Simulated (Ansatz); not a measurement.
# CeZnS3 (model cell, started as cubic perovskite with Ce in the octahedra): relaxing the cell for a phonon run

Wanted: the relaxed cell of CeZnS3 (model cell, started as cubic perovskite with Ce in the octahedra).

Program: Ansatz 0.2.0. Level of theory: DFT PBEsol, scalar-relativistic, plane waves, PAW; PAW set soft_1. Results are calculated unless marked as measured.

This is a report of a sequence of runs, with most program output left out.

The structure was built from a prototype and need not be the compound's stable phase.

## 1. Set-up

Symmetry: Pm-3m, No. 221, cubic system. Conventional cell: a = 5.312 Å, b = 5.312 Å, c = 5.312 Å, α = 90.00°, β = 90.00°, γ = 90.00°. Zn has 12 S at 3.76 Å nearest. Ce has 6 S at 2.66 Å nearest. Nearest to S lie 2 Ce at 2.66 Å. Farther neighbours and most contacts between anions are not listed.

Coordinates:

```cif
data_structure
_symmetry_space_group_name_H-M 'Pm-3m'
_symmetry_Int_Tables_number 221
_cell_length_a 5.3116
_cell_length_b 5.3116
_cell_length_c 5.3116
_cell_angle_alpha 90.000
_cell_angle_beta 90.000
_cell_angle_gamma 90.000
_cell_volume 149.86
loop_
_atom_site_label
_atom_site_type_symbol
_atom_site_symmetry_multiplicity
_atom_site_Wyckoff_symbol
_atom_site_fract_x
_atom_site_fract_y
_atom_site_fract_z
_atom_site_occupancy
Zn1 Zn 1 a 0.00000 0.00000 0.00000 1
Ce1 Ce 1 b 0.50000 0.50000 0.50000 1
S1 S 3 c 0.50000 0.50000 0.00000 1
```

## 2. Probe on a coarse mesh

First a cheap look: the gap decides the mesh and the occupations, the pressure tells how far the cell has to move.

Contents of input.yaml:

```yaml
crystal:
  lattice:
    - [5.3116, 0.0, 0.0]
    - [0.0, 5.3116, 0.0]
    - [0.0, 0.0, 5.3116]
  atoms:
    - { symbol: Zn, position: [0.0, 0.0, 0.0] }
    - { symbol: Ce, position: [0.5, 0.5, 0.5] }
    - { symbol: S, position: [0.5, 0.5, 0.0] }
    - { symbol: S, position: [0.5, 0.0, 0.5] }
    - { symbol: S, position: [0.0, 0.5, 0.5] }
kpoints:
  mp_grid: { grid: [4, 4, 4] }
hamiltonian:
  xc: pbesol
  pseudopotentials: { kind: paw, azcp: { folder: soft_1 }, xc_functional: pbe }
scf:
  occupations: { method: gaussian, width: 0.1 }
output:
  forces: true
  stress: true
  eigenvalues: true
```

Run with:

```
ansatz run input.yaml --threads 4 --pin off --max-ram 16384MiB --backend cpu --events-out ev --progress --plain --runs-dir out
```

The job ended after 1.3 s (4 threads of Arm Neoverse V1, shared host; peak memory 0.46 GiB).

Numbers from this step:

```yaml
pressure: -2.256 GPa
volume_per_atom: 29.97 Å³
gap_on_the_k_mesh: 0 eV
```

The coarse mesh shows no gap and a pressure of -2.3 GPa.

## 3. Relaxation

Harmonic phonons are second derivatives at a point where the forces vanish, and they are wanted at zero stress, so atoms and cell are relaxed first.

Changes to input.yaml since step 2:

```diff
@@ -12,3 +12,3 @@
 kpoints:
-  mp_grid: { grid: [4, 4, 4] }
+  mp_grid: { grid: [8, 8, 8] }
 hamiltonian:
@@ -22 +22,6 @@
   eigenvalues: true
+relax:
+  adjacent_minimum: "off"
+  f_tol: 0.005
+  max_steps: 80
+  cell: { stress_tol: 0.05 }
```

Elapsed: 12 s, on 4 threads; peak memory 0.56 GiB; 45 s of CPU time.

The steps of the relaxation:

| step | energy less that of the first step (eV) | largest force component (eV/Å) | pressure (GPa) | volume (Å³) |
| --- | --- | --- | --- | --- |
| 1 | 0.0000 | 0.0000 | -2.31 | 149.86 |
| 2 | -0.0577 | 0.0000 | 0.23 | 141.66 |
| 3 | -0.0581 | 0.0000 | -0.02 | 142.37 |
| 4* | -0.0570 | 0.0000 | -0.02 | 142.37 |

Relaxation steps marked * repeat the geometry before them on a plane-wave basis chosen anew for their cell, so energy and pressure can jump there.

Forces are held to the 48 operations that the run works with; a distortion that breaks them can't arise in this run.

| conventional cell, symmetrised | before | after | change |
| --- | --- | --- | --- |
| a (Å) | 5.312 | 5.222 | -1.7 % |
| b (Å) | 5.312 | 5.222 | -1.7 % |
| c (Å) | 5.312 | 5.222 | -1.7 % |
| volume (Å³/atom) | 29.97 | 28.47 | -5.0 % |

This step gave:

```
pressure        : -0.02200 GPa
volume per atom : 28.47 Å³
```

In this step the volume went from 29.97 to 28.47 Å³/atom.

## 4. Relaxing to small forces for the phonons

Phonons need a cell at rest on their own settings, so the relaxation is repeated with tight tolerances on forces and stress, using the mesh and the filling of the phonon run that follows.

input.yaml, the sections that differ from step 3:

```yaml
crystal:
  lattice:
    - [5.2216841954, 0.0, 0.0]
    - [0.0, 5.2216841954, 0.0]
    - [0.0, 0.0, 5.2216841954]
  atoms:
    - { symbol: Zn, position: [0.0, 0.0, 0.0] }
    - { symbol: Ce, position: [0.5, 0.5, 0.5] }
    - { symbol: S, position: [0.5, 0.5, 0.0] }
    - { symbol: S, position: [0.5, 0.0, 0.5] }
    - { symbol: S, position: [0.0, 0.5, 0.5] }
scf:
  occupations: { method: methfessel_paxton, width: 0.2 }
relax:
  adjacent_minimum: "off"
  f_tol: 0.001
  max_steps: 60
  cell: { stress_tol: 0.01 }
# kpoints, hamiltonian, output: as in step 3
```

Wall time 8.8 s (4 threads); peak memory 0.53 GiB.

Little changed from the start: no atom moved by 0.005 Å and no cell edge by 0.1 %.

This step gave:

```yaml
pressure: 0.007543 GPa
volume_per_atom: 28.45 Å³
```

The forces vanish by symmetry and the pressure is 0.008 GPa, within the tolerances set. The cell now holds 28.45 Å³/atom.

## 5. Outcome

```json
{
  "space group after relaxation (within 0.01 Å)": "Pm-3m",
  "lattice constant a": "5.220 Å",
  "lattice constant b": "5.220 Å",
  "lattice constant c": "5.220 Å",
  "volume per atom": "28.5 Å³"
}
```

**Reading.** The forces vanish by symmetry and the pressure is 0.008 GPa, within the tolerances set. The cell now holds 28.45 Å³/atom. The relaxation keeps the symmetry of its start, so it says nothing on stability against lower symmetry. The runs are without spin polarisation, although Ce often carries a moment. The 4f shell is treated without a U, so valence and screening may be off. Spin-orbit coupling is left out, which can matter for the heavy elements here. The PAW files were made for PBE and serve the other functionals too. The starting cell was built on a prototype and not taken from a measurement, so the phase need not exist.

[Logs are printed without paths, hosts, clocks, repeated set-up lines and the standing remarks that a program may print on its own settings, such as how far it seeks lower states.]

[Hosts, paths, dates, database ids (printed as entryN), source tags and the programs' standing remarks are cut or masked in the printed files.]
